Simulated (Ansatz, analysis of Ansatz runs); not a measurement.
# Mn on the Ga site in GaP: charge-transition level, PBE, part 2 of 2

How near does this set-up come to the measured charge-transition level? Subject: Mn on the Ga site in GaP. Set-up: PBE, 32-site cell, PBE lattice, 420 eV, k: the zone centre alone. The model is a cell of 32 host atoms with 1 Ga taken out and 1 Mn put in. The level is the Fermi energy at which two charge states have equal formation energy, after a correction for the images of the charge.

Ansatz 0.2.0; PBE, 32-site cell, PBE lattice, 420 eV, k: the zone centre alone.

So far: Set-up; Relaxation, charge 0.

### Step 3. Relaxation, charge −1

Level of this step: plane-wave PAW DFT, PBE; relaxation of all atoms of a defect supercell (Ansatz).

Input file relax1/input.yaml:

```yaml
relax:
  f_tol: 0.02
  max_steps: 80
  random_displacement: { amplitude: 0.05, seed: 27 }
crystal:
  lattice:
    - [-5.50512848, 5.50512848, -5.50512848]
    - [5.50512848, 5.50512848, 5.50512848]
    - [5.50512848, -5.50512848, -5.50512848]
  atoms:
    - { symbol: Ga, position: [0.0, 0.0, 0.0] }
    - { symbol: Ga, position: [0.0, 0.25, 0.75] }
    - { symbol: Ga, position: [0.0, 0.5, 0.5] }
    - { symbol: Ga, position: [0.0, 0.75, 0.25] }
[... 2 atom lines left out ...]
    - { symbol: Mn, position: [0.25, 0.5, 0.25], spin: 5.0 }
[... 3 atom lines left out ...]
    - { symbol: Ga, position: [0.5, 0.5, 0.0] }
    - { symbol: Ga, position: [0.5, 0.75, 0.75] }
[... 3 atom lines left out ...]
    - { symbol: Ga, position: [0.75, 0.75, 0.5] }
[... 2 atom lines left out ...]
    - { symbol: P, position: [0.0, 0.5, 0.25] }
[... 2 atom lines left out ...]
    - { symbol: P, position: [0.25, 0.25, 0.25] }
    - { symbol: P, position: [0.25, 0.5, 0.0] }
[... 4 atom lines left out ...]
    - { symbol: P, position: [0.5, 0.75, 0.5] }
[... 3 atom lines left out ...]
    - { symbol: P, position: [0.75, 0.75, 0.25] }
  host:
    repeats: [1, 1, 1]
    atoms:
      - { symbol: Ga, position: [0.0, 0.0, 0.0] }
      - { symbol: Ga, position: [0.0, 0.25, 0.75] }
      # ... 30 more atoms of the perfect host
total_charge: -1
basis:
  ecutwfc: 420
  xc_grid: 2
hamiltonian:
  xc: pbe
kpoints:
  mp_grid: { grid: [1, 1, 1] }
magnetization:
  spin_polarized: true
  initial_magnetization: 5
  spin_locking: { lock_magnetization: hard }
scf:
  occupations: { method: fermi_dirac, width: 0.01 }
  max_iter: 100
output:
  forces: true
  charged_corrections:
    epsilon: 10.62
    static_epsilon: 12.85
    defect_position: [0.25, 0.5, 0.25]
  eigenvalues: true
checkpoint:
  write: "../relax1.run"
  compress: false
  write_wavefunctions: true
  write_every: 100000
```

On the command line:

```bash
$ ansatz run input.yaml --threads 2 --pin off --max-ram 3768MiB --backend cpu --events-out ev --progress --plain --runs-dir out
```

Numbers of over 12 decimals in the logs are rounded to 6 here.

The program printed:

```text
[...]
Crystal: 32 atoms, lattice volume = 667.363 Å³
Basis set: ecut = 420 eV, 13067 PW (Γ), exchange–correlation on 128×128×128 points (8 copies of the dense FFT grid, shifted against one another)
Bands: 180, of which v1, the nominal top of the filled ones, is band 146 counted from 1 (145 counted from 0)
Symmetry: 1 space group operations
k-points: 1
[...]
Starting moments: Σ|m| = 5 μB on 1 of 32 sites
[...]
SCF iter   1: F=—  HF=-72743.068468 eV  |F-HF|=—  |Δ(HF+E_count)|=         —  Δρ=2.95e-2 (↑2.51e-2 ↓2.95e-2)  dr2=3.20e1  dr2_m=2.20e-1  M=5.000 μB ∫|m|=5.024 μB  β_m=0.30  ethr=3.10e-3  ⟨swp⟩=6.5  Hψ=1397  notcnv=0  defer=11
[...]
- { symbol: Ga, position: [0.500985, -0.002182, 0.501446] }
[...]
- { symbol: Ga, position: [0.749305, 2.9386814034332298e-5, 0.249765] }
    - { symbol: Ga, position: [0.751400, 0.253491, 0.003168] }
    - { symbol: Ga, position: [0.749075, 0.499882, 0.749720] }
    - { symbol: Ga, position: [0.747530, 0.751521, 0.501543] }
    - { symbol: P, position: [0.000241, 0.001344, 0.751374] }
    - { symbol: P, position: [0.000112, 0.250436, 0.498703] }
    - { symbol: P, position: [0.001376, 0.499891, 0.249871] }
    - { symbol: P, position: [-0.000142, 0.748762, 0.000266] }
    - { symbol: P, position: [0.249117, -0.001978, 0.499021] }
    - { symbol: P, position: [0.249190, 0.252001, 0.249539] }
    - { symbol: P, position: [0.248960, 0.499604, 0.001766] }
    - { symbol: P, position: [0.249330, 0.749469, 0.748157] }
[...]
- { symbol: P, position: [0.750666, 0.001137, 0.000503] }
    - { symbol: P, position: [0.750843, 0.250847, 0.751088] }
    - { symbol: P, position: [0.747713, 0.499618, 0.499112] }
    - { symbol: P, position: [0.747747, 0.749397, 0.249737] }
[key lines of the parts left out:]
SCF converged after 4 iterations
Magnetization: 5.0000 μB (148.0000 up, 143.0000 down)
Free energy (F): -72737.221408 eV
Fermi energy:    7.697450 (↑ 7.883276, ↓ 7.331211) eV
```

The job ended after 1.9 min (2 threads of Arm Neoverse N1, shared host; peak memory 1 GiB; 3.6 min of CPU time).

The run converged, but on settings that a careful run would not use, so its numbers are not the defect's.

### Step 4. Charge-transition levels

A charged cell feels its images and has its own zero of potential; this step corrects both and places the level between the host's band edges.

This step: place-levels on PBE runs: charge-transition levels with image-charge correction and potential alignment at the atomic sites.

Input file levels.yaml:

```yaml
host:
  run: host.relax.run
  levels_from: { run: edges.run }
states: [relax0.run, relax1.run]
```

On the command line:

```bash
$ ansatz place-levels levels.yaml -- --threads 2 --pin off --max-ram 3768MiB
```

The program printed:

```text
(0/-1) 0.924 eV above the valence edge, 0.658 eV under the conduction edge
  edges by pbe of host.levels_from (edges.run), its mesh sampled to repeats of 27.25 Å (the valence edge -0.067 eV and the conduction edge -0.051 eV from those of the host's own run), gap 1.582 eV; the host is sampled to repeats of 9.54 Å
  the defect's cells are sampled to repeats of 9.54 Å, like sampling
  charge 0: +0.000 eV for its dipole among its images, +0.000 omitted
  charge -1: -72737.0434 eV with its correction of +0.178 eV, at epsilon 12.85, aligned at sites: +0.0071 eV, mean over 3 atomic sites at or beyond 4.77 Å from the defect at [0.2500, 0.5000, 0.2500], with +0.000000 for the charge's moments and without [...]
  of states[0] (relax0.run): its only k-point is the zone centre, where a defect's energies can be off by tenths of an eV or more: see "From the zone centre to a mesh" in the quickstart; [...]
  of states[1] (relax1.run): how wide its charge is, is not read beside other atoms or cores, and a band state would take no correction. [...]
```

Elapsed: 0.15 s, on 2 threads.

What was changed: . The numbers above are not the defect's.

### Step 5. Outcome

This set-up is not sound: the zone centre alone in a small cell. For the record: (0/-1) level above the valence-band top: computed 0.92 eV, measured 0.4 eV; 0.52 eV above the measurement.

[Logs are printed without paths, hosts, clocks, repeated set-up lines and the standing remarks that a program may print on its own settings, such as how far it seeks lower states.]

[Hosts, paths, dates, database ids (printed as entryN), source tags and the programs' standing remarks are cut or masked in the printed files.]

[For some hosts the program warned that the k-mesh of the response run may be too coarse for force constants and the static dielectric constant; such warnings are not shown here.]
